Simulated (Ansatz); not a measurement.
An input for Ansatz 0.2.0 (CsPbBr3 (Pm-3m)):

```yaml
crystal:
  lattice:
    - [5.94863082, 0.0, 0.0]
    - [0.0, 5.94863082, 0.0]
    - [0.0, 0.0, 5.94863082]
  atoms:
    - { symbol: Cs, position: [0.0, 0.0, 0.0] }
    - { symbol: Pb, position: [0.5, 0.5, 0.5] }
    - { symbol: Br, position: [0.5, 0.5, 0.0] }
    - { symbol: Br, position: [0.5, 0.0, 0.5] }
    - { symbol: Br, position: [0.0, 0.5, 0.5] }
kpoints:
  mp_grid: { grid: [4, 4, 4] }
  band_path:
    path: [[0.0, 0.0, 0.0], [0.0, 0.5, 0.0], [0.5, 0.5, 0.0], [0.5, 0.5, 0.5]]
    npoints: 1
hamiltonian:
  xc: hse06
scf:
  occupations: { method: fixed }
  n_extra_bands: 10
magnetization:
  noncollinear: true
  spin_orbit: true
output:
  eigenvalues: true
  write_density: true
  write_potential: true
  elf: true
  volumetric_format: npy
```

```sh
ansatz run input.yaml --threads 4 --pin off --max-ram 138240MiB --backend cuda --events-out ev --progress --plain --runs-dir out --devices 1 --max-vram 26GiB  # rebuilt from the run's record
```

**Question.** How long will it take on 1 × NVIDIA H100 80GB HBM3 (shared by 3 runs) with 4 threads of AMD EPYC 7R13 (Zen 3), shared host, and how much memory?

It took 46 s; on shared hardware allow 23 s to 92 s. Peak host memory was 2.2 GiB. The sizes that set the cost: 4067 plane waves a state, 10 irreducible k points and 16 SCF cycles.

Exact exchange couples every pair of k points and filled bands, so it costs far more than a semilocal run.

[Paths, hosts, dates, memory and timing lines, banners, echoed tables and standing remarks are left out of the program output.]

[Logs are printed without paths, hosts, clocks, repeated set-up lines and the standing remarks that a program may print on its own settings, such as how far it seeks lower states.]

[Runs of the session that timed out or met a known fault of the program may be left out.]

[Cells called generated may have been cut or substituted from an entry of the Crystallography Open Database or the Materials Project.]

[Hosts, paths, dates, database ids (printed as entryN), source tags and the programs' standing remarks are cut or masked in the printed files.]
